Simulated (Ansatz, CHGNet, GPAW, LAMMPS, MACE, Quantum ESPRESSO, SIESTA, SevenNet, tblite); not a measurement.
# Which run comes nearest? Liquid ethanol at 300 K (108 atoms)

Density of this cell: 0.790 g/cm³. The cell holds 108 atoms: 24 C, 12 O and 72 H. Cell: a = 10.513 Å, b = 10.513 Å, c = 10.513 Å, α = 90.0°, β = 90.0°, γ = 90.0°. 12 ethanol placed at random, at 0.79 g/cm³; overlaps pushed apart, then 10 ps at 450 K with MMFF94 bonds, angles, torsions, charges and radii (Halgren, J. Comput. Chem. 17, 490 (1996)) in harmonic and 12-6 forms. Snapshot after 20 ps at 300 K and fixed volume.

Geometry: as built.

The reference, a calculation:

```
method                                           : Kohn-Sham DFT, PBE, PAW, plane waves (Ansatz 0.2.0); cutoff 420 eV, Γ point, fermi-dirac smearing of 0.05 eV; PAW set soft_2
r.m.s. force component                           : 0.8078 eV/Å
longest force                                    : 3.64 eV/Å
pressure                                         : 2.451 GPa
gap (highest filled to lowest empty level) : 4.514 eV
SCF cycles                                       : 9
time                                             : 8.5 s on 4 threads of Arm Neoverse V2, shared host
CPU time                                         : 31 s
```

Runs, in no order:
A. SIESTA PBE, DZ, shift 0.01 Ry, mesh 500 Ry: Kohn-Sham DFT, PBE, PseudoDojo 0.4.1 norm-conserving pseudopotentials (converted to PSML), numerical atomic orbitals (DZ), diagonalisation
B. SevenNet l3i5 potential: machine-learned interatomic potential SevenNet l3i5, trained on PBE(+U) plane-wave data
C. SIESTA PBE, SZP, shift 0.01 Ry, mesh 500 Ry: Kohn-Sham DFT, PBE, PseudoDojo 0.4.1 norm-conserving pseudopotentials (converted to PSML), numerical atomic orbitals (SZP), diagonalisation
D. tblite GFN2-xTB: GFN2-xTB tight binding, diagonalisation
E. SIESTA PBE, SZ, shift 0.02 Ry, mesh 500 Ry: Kohn-Sham DFT, PBE, PseudoDojo 0.4.1 norm-conserving pseudopotentials (converted to PSML), numerical atomic orbitals (SZ), diagonalisation

**Question.** Rank the runs by how far their forces lie from the reference's, least first.

B, D, A, C, E.

```csv
run,"Δ force, r.m.s. (meV/Å)",share of r.m.s. force (%),CPU time
B. SevenNet l3i5 potential,96.3,11.9,12 s
D. tblite GFN2-xTB,247,30.6,7.6 s
"A. SIESTA PBE, DZ, shift 0.01 Ry, mesh 500 Ry",476,58.9,70 s
"C. SIESTA PBE, SZP, shift 0.01 Ry, mesh 500 Ry",1163,144,2 min
"E. SIESTA PBE, SZ, shift 0.02 Ry, mesh 500 Ry",2074,257,48 s
```

Periodic xTB results under one method name differ between programs and library versions. Machine-learned potentials mimic data converged in k, so the reference's own k-point error enters their differences. The network of contacts between molecules at the start is that of the classical potential that made the cell, and needn't be the one that DFT or experiment would give. The electronic-structure runs sample only Γ, in a cell whose shortest periodic width is 11 Å.

[Logs are printed without paths, hosts, clocks, repeated set-up lines and the standing remarks that a program may print on its own settings, such as how far it seeks lower states.]

[Hosts, paths, dates, database ids (printed as entryN), source tags and the programs' standing remarks are cut or masked in the printed files.]

[The MMFF94 radii named for the starting cell were scaled by 0.96; in molecules described by MMFF94, hydrogen bound to N, O or S took a small fixed 12-6 site in their place.]
